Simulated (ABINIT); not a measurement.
# How the form of the self-energy moves the gap of Li2H6Pt (Fm-3m), part 2 of 2

How much does the gap of Li2H6Pt (Fm-3m) depend on the approximation to the self-energy?

ABINIT 10.8.3; LDA and many-body steps on it, plane waves. Known limits of the many-body steps: not at the basis limit; no spin polarisation; d states lean on the start; no spin-orbit coupling.

So far. Step 5 (G0W0, Hybertsen-Louie plasmon pole): Against G0W0 in ABINIT (4×4×4 mesh, 70 bands, screening to 122.5 eV, Godby-Needs plasmon pole), the gap moves by +0.125 eV. Step 6 (G0W0, von der Linden-Horsch plasmon pole): Against G0W0 in ABINIT (4×4×4 mesh, 70 bands, screening to 122.5 eV, Godby-Needs plasmon pole), the gap moves by +0.225 eV.

### Step 7. G0W0, Engel-Farid plasmon pole

Level of this step: G0W0 on LDA, plane waves, norm-conserving pseudopotentials (ABINIT).

run.abi reads:

```
acell 3*1.0 Angstrom
rprim 
  0.000000000000 3.324927160000 3.324927160000
  3.324927160000 0.000000000000 3.324927160000
  3.324927160000 3.324927160000 0.000000000000
ntypat 3
znucl 3 1 78
natom 9
typat 1 1 2 2 2 2 2 2 3
xred 
  0.750000000000 0.750000000000 0.750000000000
  0.250000000000 0.250000000000 0.250000000000
  0.754787880000 0.754787880000 0.245212120000
  0.245212120000 0.754787880000 0.245212120000
  0.754787880000 0.245212120000 0.245212120000
  0.245212120000 0.245212120000 0.754787880000
  0.754787880000 0.245212120000 0.754787880000
  0.245212120000 0.754787880000 0.754787880000
  0.000000000000 0.000000000000 0.000000000000
pp_dirpath "pseudos"
pseudos "Li.upf, H.upf, Pt.upf"
ecut 34
ngkpt 4 4 4
nshiftk 1
shiftk 0 0 0
kptopt 1
chksymbreak 0
istwfk *1
occopt 1
irdwfk 1
optdriver 4
nband 70
gwcalctyp 0
ecutsigx 34
symsigma 1
nkptgw 3
kptgw 
  -0.2500000000 0.2500000000 0.0000000000
  0.5000000000 0.5000000000 0.0000000000
  0.0000000000 0.0000000000 0.0000000000
bdgw 
  14 17
  14 17
  13 19
ecuteps 4.5
irdscr 1
ppmodel 4
indata_prefix "in"
outdata_prefix "out"
tmpdata_prefix "tmp"
```

Launch:

```
OMP_NUM_THREADS=1 mpirun -n 4 abinit run.abi > log
```

Numbers of over 12 decimals in the logs are rounded to 6 here.

The log of the run:

```text
.Version 10.8.3 of ABINIT. v10.8.2 released Aug 2026.

 Symmetries : space group Fm -3 m (#225); Bravais cF (face-center cubic)
[... echo of the input left out ...]
== DATASET  1 ==================================================================
-   mpi_nproc: 4, omp_nthreads: 1 (-1 if OMP is not activated)

--- !DatasetInfo
iteration_state: {dtset: 1, }
dimensions: {natom: 9, nkpt: 8, mband: 70, nsppol: 1, nspinor: 1, nspden: 1, mpw: 4723, }
cutoff_energies: {ecut:  34.0, pawecutdg:  -1.0, }
[...]
Band     E0 <VxcDFT>   SigX SigC(E0)      Z dSigC/dE  Sig(E)    E-E0       E
[...]
18   8.657 -10.863  -6.051  -3.298   0.843  -0.187  -9.587   1.275   9.932
       19   8.657 -10.863  -6.051  -3.298   0.843  -0.187  -9.587   1.275   9.932

== END DATASET(S) ==============================================================
================================================================================

 -outvars: echo values of variables after computation  --------
           etotal      0.0000000000E+00
            nband          70
             nkpt           8
          spgroup         225
 [... the other variables as echoed above ...]

 Calculation completed.
```

The job ended after 16 s (4 MPI ranks of Intel Xeon Platinum 8375C at 2.90GHz (Ice Lake), shared host; peak memory 1.1 GiB; 64 s of CPU time).

This step gave:

```yaml
g0w0_gap_on_the_points_computed: 4.890 eV
starting_gap_on_the_mesh: 2.758 eV
k_of_the_valence_top: -0.25, 0.25, 0
k_of_the_conduction_bottom: 0.5, 0.5, 0
least_direct_g0w0_gap_on_the_computed_points: 6.634 eV
```

Against G0W0 in ABINIT (4×4×4 mesh, 70 bands, screening to 122.5 eV, Godby-Needs plasmon pole), the gap moves by +0.107 eV.

### Step 8. One-shot Hartree-Fock

This step: one-shot Hartree-Fock on LDA, plane waves, norm-conserving pseudopotentials.

Edit run.abi of step 7 so:

```diff
@@ -31,4 +31,4 @@
 optdriver 4
-nband 70
-gwcalctyp 0
+nband 19
+gwcalctyp 5
 ecutsigx 34
@@ -44,5 +44,4 @@
   13 19
-ecuteps 4.5
-irdscr 1
-ppmodel 4
+ixc_sigma 40
+fftgw 31
 indata_prefix "in"
```

The log of the run:

```text
.Version 10.8.3 of ABINIT. v10.8.2 released Aug 2026.

 Symmetries : space group Fm -3 m (#225); Bravais cF (face-center cubic)
[... echo of the input left out ...]
== DATASET  1 ==================================================================
-   mpi_nproc: 4, omp_nthreads: 1 (-1 if OMP is not activated)

--- !DatasetInfo
iteration_state: {dtset: 1, }
dimensions: {natom: 9, nkpt: 8, mband: 19, nsppol: 1, nspinor: 1, nspden: 1, mpw: 4723, }
cutoff_energies: {ecut:  34.0, pawecutdg:  -1.0, }
[...]
Band     E0 <VxcDFT>   SigX SigC(E0)      Z dSigC/dE  Sig(E)    E-E0       E
[...]
18   8.657 -10.863  -6.051   0.000   1.000   0.000  -6.051   4.812  13.468
       19   8.657 -10.863  -6.051   0.000   1.000   0.000  -6.051   4.812  13.468

== END DATASET(S) ==============================================================
================================================================================

 -outvars: echo values of variables after computation  --------
           etotal      0.0000000000E+00
            nband          19
             nkpt           8
          spgroup         225
 [... the other variables as echoed above ...]

 Calculation completed.
```

It took 6.3 s on 4 MPI ranks; peak memory 0.94 GiB.

Numbers from this step:

- quasiparticle gap on the points computed: 9.553 eV
- starting gap on the mesh: 2.758 eV
- k of the valence top: -0.25, 0.25, 0
- k of the conduction bottom: 0.5, 0.5, 0
- least direct quasiparticle gap on the computed points: 11.64 eV

Against G0W0 in ABINIT (4×4×4 mesh, 70 bands, screening to 122.5 eV, Godby-Needs plasmon pole), the gap moves by +4.770 eV.

### Step 9. Screening, 4×4×4 mesh, 70 bands, screening to 122.5 eV

This step: RPA screening on LDA, plane waves, norm-conserving pseudopotentials.

Edit run.abi of step 8 so:

```diff
@@ -30,18 +30,14 @@
 irdwfk 1
-optdriver 4
-nband 19
-gwcalctyp 5
-ecutsigx 34
-symsigma 1
-nkptgw 3
-kptgw 
-  -0.2500000000 0.2500000000 0.0000000000
-  0.5000000000 0.5000000000 0.0000000000
-  0.0000000000 0.0000000000 0.0000000000
-bdgw 
-  14 17
-  14 17
-  13 19
-ixc_sigma 40
-fftgw 31
+optdriver 3
+nband 70
+ecuteps 4.5
+inclvkb 2
+awtr 1
+symchi 1
+gwcalctyp 2
+nfreqre 16
+freqremax 40 eV
+nfreqim 8
+spmeth 1
+nomegasf 120
 indata_prefix "in"
```

The log of the run:

```text
.Version 10.8.3 of ABINIT. v10.8.2 released Aug 2026.

 Symmetries : space group Fm -3 m (#225); Bravais cF (face-center cubic)
[... echo of the input left out ...]
== DATASET  1 ==================================================================
-   mpi_nproc: 4, omp_nthreads: 1 (-1 if OMP is not activated)

--- !DatasetInfo
iteration_state: {dtset: 1, }
dimensions: {natom: 9, nkpt: 8, mband: 70, nsppol: 1, nspinor: 1, nspden: 1, mpw: 4723, }
cutoff_energies: {ecut:  34.0, pawecutdg:  -1.0, }
electrons: {nelect:   3.00000000E+01, charge:   0.00000000E+00, occopt:   1.00000000E+00, tsmear:   1.00000000E-02, }

 SCREENING: Calculation of the susceptibility and dielectric matrices

 Based on a program developped by R.W. Godby, V. Olevano, G. Onida, and L. Reining.
 Incorporated in ABINIT by V. Olevano, G.-M. Rignanese, and M. Torrent.
.Using double precision arithmetic ; gwpc =  8

[... cell and pseudopotentials left out ...]
--------------------------------------------------------------------------------

 ==== K-mesh for the wavefunctions ====
 Number of points in the irreducible wedge :     8
[... list of points left out ...]
 Together with 48 symmetry operations and time-reversal symmetry
 yields    64 points in the full Brillouin Zone.

 ==== Q-mesh for the screening function ====
 Number of points in the irreducible wedge :     8
[... list of points left out ...]
 Together with 48 symmetry operations and time-reversal symmetry
 yields    64 points in the full Brillouin Zone.

 setmesh: FFT mesh size selected  =    32x   32x   32
          total number of points  =        32768

 vcoul_init : cutoff-mode = AUXILIARY_FUNCTION
 q-points for optical limit:   1
     1)      0.000010    0.000020    0.000030

- screening: taking advantage of time-reversal symmetry
- Maximum band index for partially occupied states nbvw = 15
- Remaining bands to be divided among processors   nbcw = 55
- Number of bands treated by each node ~13

 Number of electrons calculated from density =   30.0000; Expected =   30.0000
 average of density, n =  0.060471
 r_s =    1.5805
 omega_plasma =   23.7208 [eV]

 calculating chi0 at frequencies [eV] :
  1    0.000000E+00    0.000000E+00
  2    2.666667E+00    0.000000E+00
  3    5.333333E+00    0.000000E+00
[...]
23    0.000000E+00    6.041280E+01
 24    0.000000E+00    8.506188E+01

--------------------------------------------------------------------------------
  q-point number  1        q = ( 0.000000, 0.000000, 0.000000) [r.l.u.]
--------------------------------------------------------------------------------
[... chi0 elements left out ...]
  [... further frequencies ...]

 No. of calculated frequencies >  15, stop printing
 For q-point:  0.000010 0.000020 0.000030
  dielectric constant =   4.2599
  dielectric constant without local fields =   5.2219

  Average fulfillment of the sum rule on Im[epsilon] for q-point    1 :     55.40  [%]
[... wings left out ...]
  q-point number  2        q = ( 0.250000, 0.000000, 0.000000) [r.l.u.]
--------------------------------------------------------------------------------
[... chi0 elements left out ...]
  [... further frequencies ...]

 No. of calculated frequencies >  15, stop printing
  Average fulfillment of the sum rule on Im[epsilon] for q-point    2 :     71.33  [%]

 [... 6 further q-points ...]
```

Run time: 88 s. Hardware: 4 MPI ranks; peak memory 1.6 GiB.

This step gave:

```
ε∞ with local fields, on this mesh, along the program's q direction : 4.260
the same without local fields                                       : 5.222
plasma frequency                                                    : 23.72 eV
plane waves in the screening matrix                                 : 259
```

### Step 10. G0W0, contour deformation

This step: G0W0 on LDA, plane waves, norm-conserving pseudopotentials.

Edit run.abi of step 9 so:

```diff
@@ -30,14 +30,18 @@
 irdwfk 1
-optdriver 3
+optdriver 4
 nband 70
+gwcalctyp 2
+ecutsigx 34
+symsigma 1
+nkptgw 3
+kptgw 
+  -0.2500000000 0.2500000000 0.0000000000
+  0.5000000000 0.5000000000 0.0000000000
+  0.0000000000 0.0000000000 0.0000000000
+bdgw 
+  14 17
+  14 17
+  13 19
 ecuteps 4.5
-inclvkb 2
-awtr 1
-symchi 1
-gwcalctyp 2
-nfreqre 16
-freqremax 40 eV
-nfreqim 8
-spmeth 1
-nomegasf 120
+irdscr 1
 indata_prefix "in"
```

The log of the run:

```text
.Version 10.8.3 of ABINIT. v10.8.2 released Aug 2026.

 Symmetries : space group Fm -3 m (#225); Bravais cF (face-center cubic)
[... echo of the input left out ...]
== DATASET  1 ==================================================================
-   mpi_nproc: 4, omp_nthreads: 1 (-1 if OMP is not activated)

--- !DatasetInfo
iteration_state: {dtset: 1, }
dimensions: {natom: 9, nkpt: 8, mband: 70, nsppol: 1, nspinor: 1, nspden: 1, mpw: 4723, }
cutoff_energies: {ecut:  34.0, pawecutdg:  -1.0, }
[...]
Band     E0 <VxcDFT>   SigX SigC(E0)      Z dSigC/dE  Sig(E)    E-E0       E
[...]
19   8.657 -10.863  -6.051  -3.255   0.814  -0.228  -9.595   1.268   9.924
       19   0.000   0.000   0.000  -0.001   0.000   0.000  -0.001  -0.001  -0.001

== END DATASET(S) ==============================================================
================================================================================

 -outvars: echo values of variables after computation  --------
           etotal      0.0000000000E+00
            nband          70
             nkpt           8
          spgroup         225
 [... the other variables as echoed above ...]

 Calculation completed.
```

Elapsed: 21 s, on 4 MPI ranks; peak memory 1.3 GiB.

Numbers from this step:

| Quantity | Value |
| --- | --- |
| G0W0 gap on the points computed | 4.735 eV |
| starting gap on the mesh | 2.758 eV |
| k of the valence top | -0.25, 0.25, 0 |
| k of the conduction bottom | 0.5, 0.5, 0 |
| least direct G0W0 gap on the computed points | 6.423 eV |

Against G0W0 in ABINIT (4×4×4 mesh, 70 bands, screening to 122.5 eV, Godby-Needs plasmon pole), the gap moves by −0.048 eV.

### Step 11. Screening, 4×4×4 mesh, 70 bands, screening to 122.5 eV

This step: RPA screening on LDA, plane waves, norm-conserving pseudopotentials.

Edit run.abi of step 10 so:

```diff
@@ -30,18 +30,11 @@
 irdwfk 1
-optdriver 4
+optdriver 3
 nband 70
-gwcalctyp 2
-ecutsigx 34
-symsigma 1
-nkptgw 3
-kptgw 
-  -0.2500000000 0.2500000000 0.0000000000
-  0.5000000000 0.5000000000 0.0000000000
-  0.0000000000 0.0000000000 0.0000000000
-bdgw 
-  14 17
-  14 17
-  13 19
 ecuteps 4.5
-irdscr 1
+inclvkb 2
+awtr 1
+symchi 1
+gwcalctyp 1
+nfreqre 0
+nfreqim 16
 indata_prefix "in"
```

The log of the run:

```text
.Version 10.8.3 of ABINIT. v10.8.2 released Aug 2026.

 Symmetries : space group Fm -3 m (#225); Bravais cF (face-center cubic)
[... echo of the input left out ...]
== DATASET  1 ==================================================================
-   mpi_nproc: 4, omp_nthreads: 1 (-1 if OMP is not activated)

--- !DatasetInfo
iteration_state: {dtset: 1, }
dimensions: {natom: 9, nkpt: 8, mband: 70, nsppol: 1, nspinor: 1, nspden: 1, mpw: 4723, }
cutoff_energies: {ecut:  34.0, pawecutdg:  -1.0, }
[...]
No. of calculated frequencies >  15, stop printing
 For q-point:  0.000010 0.000020 0.000030
  dielectric constant =   4.2183
  dielectric constant without local fields =   5.1630

  Average fulfillment of the sum rule on Im[epsilon] for q-point    1 :     55.39  [%]
[... wings left out ...]
  q-point number  2        q = ( 0.250000, 0.000000, 0.000000) [r.l.u.]
--------------------------------------------------------------------------------
[... chi0 elements left out ...]
  [... further frequencies ...]

 No. of calculated frequencies >  15, stop printing
  Average fulfillment of the sum rule on Im[epsilon] for q-point    2 :     71.32  [%]

 [... 6 further q-points ...]
```

Elapsed: 2.4 min, on 4 MPI ranks; peak memory 1.2 GiB.

This step gave:

| Property | Result |
| --- | --- |
| ε∞ with local fields, on this mesh, along the program's q direction | 4.218 |
| the same without local fields | 5.163 |
| plasma frequency | 23.72 eV |
| plane waves in the screening matrix | 259 |

### Step 12. G0W0, analytic continuation

This step: G0W0 on LDA, plane waves, norm-conserving pseudopotentials.

Edit run.abi of step 11 so:

```diff
@@ -30,11 +30,20 @@
 irdwfk 1
-optdriver 3
+optdriver 4
 nband 70
+gwcalctyp 1
+ecutsigx 34
+symsigma 1
+nkptgw 3
+kptgw 
+  -0.2500000000 0.2500000000 0.0000000000
+  0.5000000000 0.5000000000 0.0000000000
+  0.0000000000 0.0000000000 0.0000000000
+bdgw 
+  14 17
+  14 17
+  13 19
 ecuteps 4.5
-inclvkb 2
-awtr 1
-symchi 1
-gwcalctyp 1
-nfreqre 0
-nfreqim 16
+irdscr 1
+nomegasi 12
+omegasimax 25 eV
 indata_prefix "in"
```

The log of the run:

```text
.Version 10.8.3 of ABINIT. v10.8.2 released Aug 2026.

 Symmetries : space group Fm -3 m (#225); Bravais cF (face-center cubic)
[... echo of the input left out ...]
== DATASET  1 ==================================================================
-   mpi_nproc: 4, omp_nthreads: 1 (-1 if OMP is not activated)

--- !DatasetInfo
iteration_state: {dtset: 1, }
dimensions: {natom: 9, nkpt: 8, mband: 70, nsppol: 1, nspinor: 1, nspden: 1, mpw: 4723, }
cutoff_energies: {ecut:  34.0, pawecutdg:  -1.0, }
[...]
Band     E0 <VxcDFT>   SigX SigC(E0)      Z dSigC/dE  Sig(E)    E-E0       E
[...]
19   5.868 -10.863  -6.051  -3.218   0.827  -0.204  -9.571   1.291   7.159
       19   0.000   0.000   0.000  -0.159  -0.051  -0.075  -0.223  -0.223  -0.223

== END DATASET(S) ==============================================================
================================================================================

 -outvars: echo values of variables after computation  --------
           etotal      0.0000000000E+00
            nband          70
             nkpt           8
          spgroup         225
 [... the other variables as echoed above ...]

 Calculation completed.
```

It took 35 s on 4 MPI ranks; peak memory 1.2 GiB; 2.3 min of CPU time.

Numbers from this step:

```yaml
g0w0_gap_on_the_points_computed: 4.816 eV
starting_gap_on_the_mesh: 2.758 eV
k_of_the_valence_top: -0.25, 0.25, 0
k_of_the_conduction_bottom: 0.5, 0.5, 0
least_direct_g0w0_gap_on_the_computed_points: 6.526 eV
```

Against G0W0 in ABINIT (4×4×4 mesh, 70 bands, screening to 122.5 eV, Godby-Needs plasmon pole), the gap moves by +0.033 eV.

### Step 13. The runs together

Times are wall times on 4 MPI ranks of Intel Xeon Platinum 8375C at 2.90GHz (Ice Lake), shared host, good to a factor of about two. A run's time includes the screening step that it read.

```
                                     run   mesh  bands  screening cutoff (eV)  DFT gap (eV)  gap on the mesh (eV)  direct (eV)  ε∞ used     time
          G0W0, Godby-Needs plasmon pole  4×4×4     70                  122.5         2.758                 4.783        6.510     4.22     40 s
      G0W0, Hybertsen-Louie plasmon pole  4×4×4     70                  122.5         2.758                 4.908        6.717     4.22     41 s
G0W0, von der Linden-Horsch plasmon pole  4×4×4     70                  122.5         2.758                 5.008        6.832     4.22     36 s
          G0W0, Engel-Farid plasmon pole  4×4×4     70                  122.5         2.758                 4.890        6.634     4.22     41 s
                   one-shot Hartree-Fock  4×4×4      -                      -         2.758                 9.553       11.639        -    6.3 s
               G0W0, contour deformation  4×4×4     70                  122.5         2.758                 4.735        6.423     4.26  1.8 min
             G0W0, analytic continuation  4×4×4     70                  122.5         2.758                 4.816        6.526     4.22    3 min
```

### Step 14. Results

* G0W0, Godby-Needs plasmon pole: 4.783 eV
* G0W0, Hybertsen-Louie plasmon pole: 4.908 eV
* G0W0, von der Linden-Horsch plasmon pole: 5.008 eV
* G0W0, Engel-Farid plasmon pole: 4.890 eV
* one-shot Hartree-Fock: 9.553 eV
* G0W0, contour deformation: 4.735 eV
* G0W0, analytic continuation: 4.816 eV
* known limits: not at the basis limit; no spin polarisation; d states lean on the start; no spin-orbit coupling

What this shows: G0W0, Hybertsen-Louie plasmon pole: +0.125 eV against G0W0, Godby-Needs plasmon pole. G0W0, von der Linden-Horsch plasmon pole: +0.225 eV against G0W0, Godby-Needs plasmon pole. G0W0, Engel-Farid plasmon pole: +0.107 eV against G0W0, Godby-Needs plasmon pole. One-shot Hartree-Fock: +4.770 eV against G0W0, Godby-Needs plasmon pole. G0W0, contour deformation: −0.048 eV against G0W0, Godby-Needs plasmon pole. G0W0, analytic continuation: +0.033 eV against G0W0, Godby-Needs plasmon pole. Bare exchange alone opens the gap to 9.55 eV; against G0W0, correlation takes back 4.77 eV. Bands and cutoff are finite, so the gap is not at the basis limit. The miss can reach some tenths of an eV and take either sign; the mesh is an error of its own. In the first G0W0 run levels were corrected at 3 k points alone, so a gap called «on the mesh» is the least over those, and an edge elsewhere would be missed. The runs have no spin polarisation. For a closed low-spin shell that is the natural state; where a d or f shell is open it is a constraint, and the gap is then not the crystal's own. With d states at the gap, one-shot GW leans hard on its start. The many-body steps are scalar-relativistic: spin-orbit coupling is not in them.

[Paths, hosts, dates, memory and timing lines, banners, echoed tables and standing remarks are left out of the program output.]

[Logs are printed without paths, hosts, clocks, repeated set-up lines and the standing remarks that a program may print on its own settings, such as how far it seeks lower states.]

[Runs of the session that timed out or met a known fault of the program may be left out.]

[No measured gap is set beside runs whose start may be inverted or whose files or cutoffs have a known fault.]

[Hosts, paths, dates, database ids (printed as entryN), source tags and the programs' standing remarks are cut or masked in the printed files.]

[G0W0 gaps are taken among the corrected bands and points alone; a level outside them can change the order at an edge.]

[Where Ansatz stands beside ABINIT at settings called matched, ABINIT's density can come from a denser mesh and the files from another edition; pairs whose starting gaps differed by over 0.03 eV were left out, so agreement reads better than it is.]
